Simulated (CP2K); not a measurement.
Two runs for the C K edge of quinoline. Run A: CP2K XAS_TDP, all-electron GAPW, PBEh(45%), aug-cc-pVDZ, TDA, no relativity. Run B differs in one setting.

First lines with a strength over 0.0015. A:

```tsv
atom	energy (eV)	states	strength, one atom
C1 (bonded to 2 C and H)	281.26	1	0.0475
	283.01	1	0.0044
	284.31	1	0.0113
	285.53	1	0.0021
	286.06	2	0.0035
C2 (bonded to 2 C and H)	281.19	1	0.0479
	283.11	1	0.0040
	284.39	1	0.0112
	285.39	1	0.0017
	285.96	1	0.0020
C3 (bonded to 2 C and H)	280.86	1	0.0465
	284.00	1	0.0046
	284.49	1	0.0091
	285.20	1	0.0025
	285.82	1	0.0021
C4 (bonded to 2 C and N)	282.20	1	0.0534
	283.16	1	0.0026
	287.57	1	0.0022
	287.84	1	0.0029
	288.34	1	0.0041
C6 (bonded to C, N and H)	281.50	1	0.0519
	283.83	1	0.0055
	285.28	1	0.0114
	286.22	1	0.0028
	286.92	1	0.0027
C7 (bonded to 2 C and H)	281.20	1	0.0429
	282.89	1	0.0077
	284.32	1	0.0118
	285.64	1	0.0016
	286.00	2	0.0070
```

B:

```tsv
atom	energy (eV)	states	strength, one atom
C1 (bonded to 2 C and H)	286.95	1	0.0465
	288.70	1	0.0043
	290.00	1	0.0110
	291.21	1	0.0020
	291.75	2	0.0035
C2 (bonded to 2 C and H)	286.87	1	0.0469
	288.79	1	0.0039
	290.06	1	0.0110
	291.06	1	0.0017
	291.64	1	0.0020
C3 (bonded to 2 C and H)	286.55	1	0.0456
	289.69	1	0.0045
	290.17	1	0.0090
	290.88	1	0.0024
	291.51	1	0.0020
C4 (bonded to 2 C and N)	287.74	1	0.0524
	288.70	1	0.0026
	293.11	1	0.0022
	293.38	1	0.0028
	293.88	1	0.0040
C6 (bonded to C, N and H)	287.17	1	0.0508
	289.49	1	0.0054
	290.94	1	0.0111
	291.89	1	0.0027
	292.59	1	0.0026
C7 (bonded to 2 C and H)	286.90	1	0.0421
	288.58	1	0.0075
	290.02	1	0.0116
	291.34	1	0.0016
	291.70	2	0.0069
```

Question: Which was it: the functional, the basis, scalar relativity switched on, GW2X switched on?

GW2X switched on. GW2X shifts an atom's lines together and keeps their spacings. Against PBEh(45%) in aug-cc-pVDZ, the leading lines move by +5.69 eV (C1, to 286.95), +5.68 eV (C2, to 286.87), +5.69 eV (C3, to 286.55), +5.54 eV (C4, to 287.74), +5.67 eV (C6, to 287.17) and +5.70 eV (C7, to 286.90).

[Banner, clock and machine lines of the logs are left out without a mark of their own.]

[Logs are printed without paths, hosts, clocks, repeated set-up lines and the standing remarks that a program may print on its own settings, such as how far it seeks lower states.]

[Hosts, paths, dates, database ids (printed as entryN), source tags and the programs' standing remarks are cut or masked in the printed files.]
